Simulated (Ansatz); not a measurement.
# CuF (model cell, started as CsCl type): from the cell to its phonons

Task: relax CuF (model cell, started as CsCl type), then find its harmonic phonons.

Program: Ansatz 0.2.0. Level of theory: DFT r2SCAN, scalar-relativistic, plane waves, PAW. Results are calculated unless marked as measured.

This is a report of a sequence of runs, with most program output left out.

The structure was built from a prototype and need not be the compound's stable phase.

### Step 1. The structure

The structure is cubic, space group Pm-3m (No. 221). Conventional cell: a = 2.522 Å, b = 2.522 Å, c = 2.522 Å, α = 90.00°, β = 90.00°, γ = 90.00°. Nearest to Cu lie 8 F at 2.18 Å. Nearest to F lie 8 Cu at 2.18 Å. Farther neighbours and most contacts between anions are not listed.

### Step 2. Coarse relaxation

The start is far from rest, so a relaxation with loose tolerances brings it close first.

The input, input.yaml:

```yaml
crystal:
  lattice:
    - [2.52187, 0.0, 0.0]
    - [0.0, 2.52187, 0.0]
    - [0.0, 0.0, 2.52187]
  atoms:
    - { symbol: Cu, position: [0.0, 0.0, 0.0] }
    - { symbol: F, position: [0.5, 0.5, 0.5] }
kpoints:
  mp_grid: { grid: [8, 8, 8] }
hamiltonian:
  xc: r2scan
scf:
  occupations: { method: gaussian, width: 0.1 }
output:
  forces: true
  stress: true
  eigenvalues: true
relax:
  adjacent_minimum: "off"
  f_tol: 0.05
  max_steps: 80
  cell: { stress_tol: 0.5 }
```

Command:

```bash
$ ansatz run input.yaml --threads 4 --pin off --max-ram 7168MiB --backend cpu --events-out ev --progress --plain --runs-dir out
```

It took 3.7 s on 4 threads of Arm Neoverse V1, shared host; peak memory 0.33 GiB; 12 s of CPU time.

The steps of the relaxation:

| step | energy less that of the first step (eV) | largest force component (eV/Å) | pressure (GPa) | volume (Å³) |
| --- | --- | --- | --- | --- |
| 1 | 0.0000 | 0.0000 | 50.87 | 16.04 |
| 2 | -0.3544 | 0.0000 | 25.82 | 17.57 |
| 3 | -0.5354 | 0.0000 | 6.72 | 19.48 |
| 4 | -0.5538 | 0.0000 | -0.81 | 20.64 |
| 5 | -0.5543 | 0.0000 | -0.02 | 20.50 |
| 6* | -0.5632 | 0.0000 | 0.21 | 20.50 |

Relaxation steps marked * repeat the geometry before them on a plane-wave basis chosen anew for their cell, so energy and pressure can jump there.

The run keeps the 48 symmetry operations that it works with, so distortions that break them were not tested.

| conventional cell, symmetrised | before | after | change |
| --- | --- | --- | --- |
| a (Å) | 2.522 | 2.737 | +8.5 % |
| b (Å) | 2.522 | 2.737 | +8.5 % |
| c (Å) | 2.522 | 2.737 | +8.5 % |
| volume (Å³/atom) | 8.02 | 10.25 | +27.8 % |

The relaxed structure:

```xyz
2
Lattice="2.7369 0.0000 0.0000 0.0000 2.7369 0.0000 0.0000 0.0000 2.7369" Properties=species:S:1:pos:R:3 pbc="T T T"
Cu    0.0000    0.0000    0.0000
F     1.3685    1.3685    1.3685
```

Numbers from this step:

```
pressure          : 0.2143 GPa
volume per atom   : 10.25 Å³
gap on the k-mesh : 0 eV
```

In this step the volume went from 8.02 to 10.25 Å³/atom.

### Step 3. Relaxation

Harmonic phonons are second derivatives at a point where the forces vanish, and they are wanted at zero stress, so atoms and cell are relaxed first.

The input, input.yaml:

```yaml
crystal:
  lattice:
    - [2.7369331033, 0.0, 0.0]
    - [0.0, 2.7369331033, 0.0]
    - [0.0, 0.0, 2.7369331033]
  atoms:
    - { symbol: Cu, position: [0.0, 0.0, 0.0] }
    - { symbol: F, position: [0.5, 0.5, 0.5] }
kpoints:
  mp_grid: { grid: [14, 14, 14] }
hamiltonian:
  xc: r2scan
scf:
  occupations: { method: gaussian, width: 0.1 }
output:
  forces: true
  stress: true
  eigenvalues: true
  write_density: true
  write_potential: true
  elf: true
  volumetric_format: npy
relax:
  adjacent_minimum: "off"
  f_tol: 0.005
  max_steps: 80
  cell: { stress_tol: 0.05 }
```

Wall time 5.6 s (4 threads); peak memory 0.39 GiB; 21 s of CPU time.

Little changed from the start: no atom moved by 0.005 Å and no cell edge by 0.1 %.

This step gave:

```yaml
pressure: -0.002075 GPa
volume_per_atom: 10.28 Å³
```

ELF in the ac plane at fractional y = 0.000, with atoms of Cu within 0.2 Å of it. It is the smooth field of the valence electrons, not physical close to the nuclei.

Ten even steps from '0' (0.03) to '9' (0.92):
```
98421000001248
54311000001134
22110000000112
11100000000011
10000000000000
00000000000000
00000000000000
00000000000000
10000000000000
11100000000011
22110000000112
54311000001134
98421000001248
99521100011259
```
Columns run along a (2.7 Å), rows up along c (2.7 Å). Atoms in or near the plane, at fractional coordinates: Cu at (0.00, 0.00).

Electrostatic potential energy in the ac plane at fractional y = 0.000, with atoms of Cu within 0.2 Å of it. With pseudopotentials it is smooth inside the atoms' cores, unlike the true potential.

Values in eV, 14 rows by 14 columns:
```
-38 -39 -37 -26  -6   7  11  12  11   7  -6 -26 -37 -39
-39 -37 -31 -17   0   9  12  12  12   9   0 -17 -31 -37
-29 -26 -17  -4   7  11  13  13  13  11   7  -4 -17 -26
 -9  -6   0   7  10  12  14  14  14  12  10   7   0  -6
  6   7   9  11  12  14  14  14  14  14  12  11   9   7
 11  11  12  13  14  14  14  14  14  14  14  13  12  11
 12  12  12  13  14  14  14  14  14  14  14  13  12  12
 11  11  12  13  14  14  14  14  14  14  14  13  12  11
  6   7   9  11  12  14  14  14  14  14  12  11   9   7
 -9  -6   0   7  10  12  14  14  14  12  10   7   0  -6
-29 -26 -17  -4   7  11  13  13  13  11   7  -4 -17 -26
-39 -37 -31 -17   0   9  12  12  12   9   0 -17 -31 -37
-38 -39 -37 -26  -6   7  11  12  11   7  -6 -26 -37 -39
-37 -38 -39 -29  -9   6  11  12  11   6  -9 -29 -39 -38
```
Columns run along a (2.7 Å; values clipped at the 3rd and 97th percentile), rows up along c (2.7 Å). Atoms in or near the plane, at fractional coordinates: Cu at (0.00, 0.00).

Valence density in the ac plane at fractional y = 0.000, with atoms of Cu within 0.2 Å of it. It is the smooth field of the valence electrons, not physical close to the nuclei.

Ten steps, logarithmic in the rise over the least value, from '_' (0 e/Å³) to '@' (71 e/Å³):
```
@@%%**--..__________..--**%%
****==::..__________..::==**
==--::..______________..::--
......__________________....
____________________________
____________________________
____________________________
____________________________
____________________________
......__________________....
==--::..______________..::--
****==::..__________..::==**
@@%%**--..__________..--**%%
@@@@**==..__________..==**@@
```
Columns run along a (2.7 Å), rows up along c (2.7 Å). Atoms in or near the plane, at fractional coordinates: Cu at (0.00, 0.00).

In this step the volume went from 10.25 to 10.28 Å³/atom.

### Step 4. Relaxing to small forces for the phonons

Phonons need a cell at rest on their own settings, so the relaxation is repeated with tight tolerances on forces and stress, using the mesh and the filling of the phonon run that follows.

The input, input.yaml:

```yaml
crystal:
  lattice:
    - [2.7392795287, 0.0, 0.0]
    - [0.0, 2.7392795287, 0.0]
    - [0.0, 0.0, 2.7392795287]
  atoms:
    - { symbol: Cu, position: [0.0, 0.0, 0.0] }
    - { symbol: F, position: [0.5, 0.5, 0.5] }
kpoints:
  mp_grid: { grid: [16, 16, 16] }
hamiltonian:
  xc: r2scan
scf:
  occupations: { method: methfessel_paxton, width: 0.15 }
output:
  forces: true
  stress: true
  eigenvalues: true
relax:
  adjacent_minimum: "off"
  f_tol: 0.001
  max_steps: 60
  cell: { stress_tol: 0.01 }
```

Run time: 6.8 s. Hardware: 4 threads; peak memory 0.41 GiB; 25 s of CPU time.

Little changed from the start: no atom moved by 0.005 Å and no cell edge by 0.1 %.

Numbers from this step:

```
pressure        : 4.72e-4 GPa
volume per atom : 10.27 Å³
```

The forces vanish by symmetry and the pressure is 0.000 GPa, within the tolerances set. The cell now holds 10.27 Å³/atom.

### Step 5. Modes at Γ

The zone centre comes first: it holds the modes that light can see, as far as symmetry allows. No field response is asked, since the mesh shows no gap.

input.yaml, the sections that differ from step 4:

```yaml
crystal:
  lattice:
    - [2.7384665451, 0.0, 0.0]
    - [0.0, 2.7384665451, 0.0]
    - [0.0, 0.0, 2.7384665451]
  atoms:
    - { symbol: Cu, position: [0.0, 0.0, 0.0] }
    - { symbol: F, position: [0.5, 0.5, 0.5] }
output:
  eigenvalues: true
phonons:
  method: dfpt
# kpoints, hamiltonian, scf: as in step 4
# relax: removed
```

Wall time 32 s (4 threads); peak memory 2.2 GiB.

Numbers from this step:

```yaml
sum_rule_residual_before_enforcement: 2.50e-5 eV/Å²
point_group: m-3m
highest_optical_mode_at_the_zone_centre_no_lo_to_term: 69.33 cm⁻¹
lowest_optical_zone_centre_mode: 69.33 cm⁻¹
```

Patterns of degenerate modes are one choice out of their space. Modes at Γ, with each element's share of the kinetic energy:

| mode | frequency (cm⁻¹) | symmetry | Cu % | F % |
| --- | --- | --- | --- | --- |
| 1 | 0.0 | acoustic | 77 | 23 |
| 2 | 0.0 | acoustic | 77 | 23 |
| 3 | 0.0 | acoustic | 77 | 23 |
| 4 | 69.3 | T1u | 23 | 77 |
| 5 | 69.3 | T1u | 23 | 77 |
| 6 | 69.3 | T1u | 23 | 77 |

Displacements in mode 5 (69.3 cm⁻¹), the largest set to 1:
```
Cu1 -0.30  0.00  0.00
F2   1.00  0.00  0.00
```

Before it was imposed, the acoustic sum rule was missed by 2.5e-5 eV/Å². Small misses are needed for a sound result but don't prove that mesh and cutoff are converged. The lowest optical mode is real, 69.3 cm⁻¹.

### Step 6. Phonons on a q mesh

Stability and thermal properties need the whole zone. Linear response on a 4×4×4 q mesh gives force constants as far as a supercell of that size would.

input.yaml: that of step 5 with these lines changed.

```diff
@@ -18 +18,8 @@
   method: dfpt
+  qmesh: [4, 4, 4]
+  temperatures: { t_max: 1000, t_step: 50 }
+  qpath:
+    path:
+      - [[0.0, 0.0, 0.0], [0.0, 0.5, 0.0], [0.5, 0.5, 0.0], [0.0, 0.0, 0.0], [0.5, 0.5, 0.5], [0.0, 0.5, 0.0]]
+      - [[0.5, 0.5, 0.5], [0.5, 0.5, 0.0]]
+    npoints: 10
```

Wall time 26 min (4 threads); peak memory 4.1 GiB.

Numbers from this step:

| Quantity | Value |
| --- | --- |
| lowest frequency on the path | -134.4 cm⁻¹ |
| highest frequency on the path or at a solved wavevector | 272.6 cm⁻¹ |
| lowest mode on the q mesh (acoustic modes at Γ apart) | -134.4 cm⁻¹ |

Frequencies (cm⁻¹) solved at each irreducible wavevector; negative means imaginary. Frequencies by wavevector, by row:

| q in reciprocal lattice units | star | mode 1 | mode 2 | mode 3 | mode 4 | mode 5 | mode 6 |
| --- | --- | --- | --- | --- | --- | --- | --- |
| 0 0 0 | 1 | 0 | 0 | 0 | 69.3 | 69.3 | 69.3 |
| 0 0 0.25 | 6 | -86.2 | -86.2 | 27.3 | 27.3 | 121.6 | 217.3 |
| 0 0 -0.5 | 3 | -134.4 | -134.4 | -19.5 | -19.5 | 167.5 | 272.6 |
| 0 0.25 0.25 | 12 | -106.1 | -21.9 | 58.5 | 124.3 | 183.4 | 197.8 |
| 0 0.25 -0.5 | 12 | -122 | -40.5 | 73.5 | 121.5 | 167.1 | 267 |
| 0 -0.5 -0.5 | 3 | -108.1 | -53.2 | 83.6 | 83.6 | 249.4 | 249.4 |
| 0.25 0.25 0.25 | 8 | 44.5 | 44.5 | 119 | 133.9 | 133.9 | 215 |
| 0.25 0.25 -0.5 | 12 | 9.4 | 62.5 | 65.3 | 97.3 | 171.2 | 240.3 |
| 0.25 -0.5 -0.5 | 6 | 49.9 | 55.4 | 78.2 | 78.2 | 200.8 | 200.8 |
| -0.5 -0.5 -0.5 | 1 | 90.7 | 90.7 | 90.7 | 130.9 | 130.9 | 130.9 |

Interpolated from a 4×4×4 q mesh. Phonon branches along the path, in cm⁻¹:

| point | branch 1 | branch 2 | branch 3 | branch 4 | branch 5 | branch 6 |
| --- | --- | --- | --- | --- | --- | --- |
| Γ | 0 | 0 | 0 | 69 | 69 | 69 |
| halfway | -86 | -86 | 27 | 27 | 122 | 217 |
| X | -134 | -134 | -20 | -20 | 168 | 273 |
| halfway | -122 | -40 | 74 | 122 | 167 | 267 |
| M | -108 | -53 | 84 | 84 | 249 | 249 |
| halfway | -106 | -22 | 58 | 124 | 183 | 198 |
| Γ | 0 | 0 | 0 | 69 | 69 | 69 |
| halfway | 44 | 44 | 119 | 134 | 134 | 215 |
| R | 91 | 91 | 91 | 131 | 131 | 131 |
| halfway | 9 | 62 | 65 | 97 | 171 | 240 |
| X | -134 | -134 | -20 | -20 | 168 | 273 |
| jump to R | 91 | 91 | 91 | 131 | 131 | 131 |
| halfway | 50 | 55 | 78 | 78 | 201 | 201 |
| M | -108 | -53 | 84 | 84 | 249 | 249 |

Tetrahedra on a 24×24×24 mesh, mean over bins of 5 cm-1. Interpolated from a 4×4×4 q mesh. The phonon density of states by wavenumber; read off at these points:

| wavenumber (cm⁻¹) | phonon density of states (1/cm⁻¹/cell) |
| --- | --- |
| -132 | 0.00162 |
| -122 | 0.00761 |
| -112 | 0.0178 |
| -98 | 0.0115 |
| -88 | 0.00941 |
| -78 | 0.00843 |
| -68 | 0.00715 |
| -58 | 0.0065 |
| -42 | 0.0127 |
| -32 | 0.0126 |
| -22 | 0.00989 |
| -12 | 0.00837 |
| -2 | 0.00745 |
| 8 | 0.0078 |
| 22 | 0.0115 |
| 32 | 0.0167 |
| 42 | 0.0228 |
| 52 | 0.0277 |
| 62 | 0.0300 |
| 78 | 0.0410 |
| 88 | 0.0183 |
| 98 | 0.0180 |
| 108 | 0.0217 |
| 118 | 0.0265 |
| 122 | 0.0282 |
| 132 | 0.0081 |
| 142 | 0.0107 |
| 152 | 0.0184 |
| 162 | 0.0141 |
| 172 | 0.0130 |
| 182 | 0.0118 |
| 198 | 0.0111 |
| 208 | 0.0116 |
| 218 | 0.0154 |
| 222 | 0.0169 |
| 228 | 0.0167 |
| 238 | 0.0160 |
| 252 | 0.0135 |
| 262 | 0.0112 |
| 272 | 0.00551 |

The partial phonon density of states has structure finer than the step of the table below, so its rows give means over 10 cm⁻¹, whole bins alone (the curve runs from -144 to 290 cm⁻¹). Peaks (cm⁻¹: height): Cu -18.3: 0.0104, 77.3: 0.0319, 118.3: 0.0205, 148.3: 0.0100; F -111.2: 0.0166, -81.1: 0.0115, -53.8: 0.00857, 99.2: 0.00811, 115.6: 0.00785, 175.7: 0.0116, 227.6: 0.0164.

Phonopy on the run's constants, 21x21x21 mesh, Gaussian sigma 3.1 cm-1. Interpolated from a 4×4×4 q mesh. Table of partial phonon density of states by wavenumber; means over each step; values in 1/cm⁻¹/cell:

| wavenumber (cm⁻¹) | Cu | F |
| --- | --- | --- |
| -130 | 4.0e-6 | 0.00378 |
| -120 | 3.3e-5 | 0.0106 |
| -110 | 9.9e-5 | 0.0154 |
| -100 | 1.8e-4 | 0.0130 |
| -90 | 2.5e-4 | 0.00894 |
| -80 | 4.6e-4 | 0.00984 |
| -70 | 5.7e-4 | 0.00494 |
| -60 | 0.00109 | 0.00577 |
| -50 | 0.00493 | 0.00563 |
| -40 | 0.00920 | 0.00310 |
| -30 | 0.0103 | 0.00285 |
| -20 | 0.00979 | 0.00137 |
| -10 | 0.00498 | 5.7e-4 |
| 0 | 0.00277 | 4.5e-4 |
| 10 | 0.00617 | 9.1e-4 |
| 20 | 0.00950 | 0.00202 |
| 30 | 0.0160 | 0.00394 |
| 40 | 0.0168 | 0.00293 |
| 50 | 0.0233 | 0.00397 |
| 60 | 0.0248 | 0.00498 |
| 70 | 0.0264 | 0.00594 |
| 80 | 0.0282 | 0.00645 |
| 90 | 0.0132 | 0.00536 |
| 100 | 0.0129 | 0.00745 |
| 110 | 0.0142 | 0.00655 |
| 120 | 0.0196 | 0.00689 |
| 130 | 0.0124 | 0.00339 |
| 140 | 0.00664 | 0.00539 |
| 150 | 0.00904 | 0.00560 |
| 160 | 0.00638 | 0.00902 |
| 170 | 0.00229 | 0.0103 |
| 180 | 0.00160 | 0.0104 |
| 190 | 0.00119 | 0.00985 |
| 200 | 9.5e-4 | 0.0105 |
| 210 | 8.3e-4 | 0.0116 |
| 220 | 7.0e-4 | 0.0149 |
| 230 | 7.0e-4 | 0.0159 |
| 240 | 6.1e-4 | 0.0149 |
| 250 | 4.8e-4 | 0.0142 |
| 260 | 2.1e-4 | 0.0117 |
| 270 | 6.3e-5 | 0.00798 |
| 280 | 1.8e-6 | 6.5e-4 |

Second derivatives of the energy by pair, one row for each kind of neighbour of each atom listed. Each entry sums the pair over the periodic images of the supercell that the q mesh stands for, and in a polar crystal it holds the long-range dipole part too. Force constants by pair, by row:

| atom | neighbour | distance (Å) | third of the trace (eV/Å²) | along the pair's line (eV/Å²) |
| --- | --- | --- | --- | --- |
| Cu1 | itself | 0 | 1.738 | – |
| Cu1 | F | 2.372 | -0.1233 | -0.4361 |
| Cu1 | Cu | 2.738 | -0.047 | -0.8768 |
| Cu1 | Cu | 3.873 | -0.038 | -0.2881 |
| Cu1 | F | 4.541 | 0.0313 | 0.1192 |
| Cu1 | Cu | 4.743 | -0.0547 | -0.1863 |
| Cu1 | Cu | 5.477 | -0.0372 | -0.1345 |
| Cu1 | F | 5.968 | -0.001 | 0.0066 |
| Cu1 | Cu | 6.123 | -0.008 | -0.0264 |
| F2 | itself | 0 | 1.589 | – |
| F2 | Cu | 2.372 | -0.1233 | -0.4361 |
| F2 | F | 2.738 | -0.1382 | -1.134 |
| F2 | F | 3.873 | -0.0673 | -0.2622 |
| F2 | Cu | 4.541 | 0.0313 | 0.1192 |
| F2 | F | 4.743 | 0.0577 | 0.1338 |
| F2 | F | 5.477 | -0.0531 | -0.089 |
| F2 | Cu | 5.968 | -0.001 | 0.0066 |
| F2 | F | 6.123 | -0.0051 | -0.0113 |

Symmetry leaves 10 wavevectors to solve. The lowest mode among them, the acoustic zeros apart, lies at q = (0, 0, -0.5) and is imaginary, 134.4i cm⁻¹, so the energy falls along it.

### Step 7. Another isotope

An isotope changes the mass and not the force constants, so no new electronic calculation is needed; the shifts show which modes move this element.

The same force constants with the mass of Cu changed from 63.546 to 64.928 u (phonopy, no LO-TO term). Both lists are sorted by frequency; levels can cross, so a row need not hold one and the same mode. Modes under 3 cm⁻¹ are left out. Isotope shifts, by row:

| q | rank | natural mass (cm⁻¹) | changed mass (cm⁻¹) |
| --- | --- | --- | --- |
| 0 0 0 | 4 | 69.33 | 69.16 |
| 0 0 0 | 5 | 69.33 | 69.16 |
| 0 0 0 | 6 | 69.33 | 69.16 |
| 0 0 0.25 | 1 | -86.16 | -86.12 |
| 0 0 0.25 | 2 | -86.16 | -86.12 |
| 0 0 0.25 | 3 | 27.28 | 27.01 |
| 0 0 0.25 | 4 | 27.28 | 27.01 |
| 0 0 0.25 | 5 | 121.6 | 120.4 |
| 0 0 0.25 | 6 | 217.3 | 217.2 |
| 0 0 -0.5 | 1 | -134.4 | -134.4 |
| 0 0 -0.5 | 2 | -134.4 | -134.4 |
| 0 0 -0.5 | 3 | -19.48 | -19.27 |
| 0 0 -0.5 | 4 | -19.48 | -19.27 |
| 0 0 -0.5 | 5 | 167.5 | 165.7 |
| 0 0 -0.5 | 6 | 272.6 | 272.6 |
| 0 0.25 0.25 | 1 | -106.1 | -106.1 |
| 0 0.25 0.25 | 2 | -21.88 | -21.65 |
| 0 0.25 0.25 | 3 | 58.47 | 57.9 |
| 0 0.25 0.25 | 4 | 124.3 | 123.1 |
| 0 0.25 0.25 | 5 | 183.4 | 183.2 |
| 0 0.25 0.25 | 6 | 197.8 | 197.8 |

A mode of this element alone would shift by -1.07 %. The highest zone-centre frequency without the field goes from 69.3 to 69.2 cm⁻¹ (-0.2 %). The product of the frequency ratios over all optical modes at Γ is 0.993; the product rule, (m/m′)^(3k/2) (M′/M)^(3/2) with k = 1 such atoms and M the mass of the cell, gives 0.993.

### Step 8. Summary of results

```yaml
space_group_after_relaxation_within_0p01_a: Pm-3m
volume_per_atom: 10.3 Å³
electronic_character: no gap on this mesh
highest_optical_mode_at_the_zone_centre_no_lo_to_term: 69.3 cm⁻¹
lowest_optical_zone_centre_mode: 69.3 cm⁻¹
lowest_mode_on_the_q_mesh_acoustic_modes_at_gamma_apart: -134 cm⁻¹
highest_frequency_on_the_path_or_at_a_solved_wavevector: 273 cm⁻¹
imaginary_modes_on_the_4x4x4_q_mesh: yes
```

**Reading.** Modes are clearly imaginary (beyond 10i cm⁻¹) at 5 of the 10 irreducible wavevectors, most at q = (0, 0, -0.5) (134.4i cm⁻¹), so this structure is not a minimum of the energy. The optical modes at Γ form one degenerate level at 69 cm⁻¹. The highest mode in this list at Γ, 69.3 cm⁻¹, is mostly motion of F (77 % of the kinetic energy). With no gap, or one that is small against the smearing, the frequencies hang on the k mesh and the smearing, most of all near Kohn anomalies. A semilocal functional can close a gap that the real compound would have, so the metallic treatment may be an artefact of the level. The starting cell was built on a prototype and not taken from a measurement, so the phase need not exist. These are harmonic frequencies at zero temperature: anharmonic shifts, linewidths and thermal expansion are left out.

[Logs are printed without paths, hosts, clocks, repeated set-up lines and the standing remarks that a program may print on its own settings, such as how far it seeks lower states.]

[Hosts, paths, dates, database ids (printed as entryN), source tags and the programs' standing remarks are cut or masked in the printed files.]
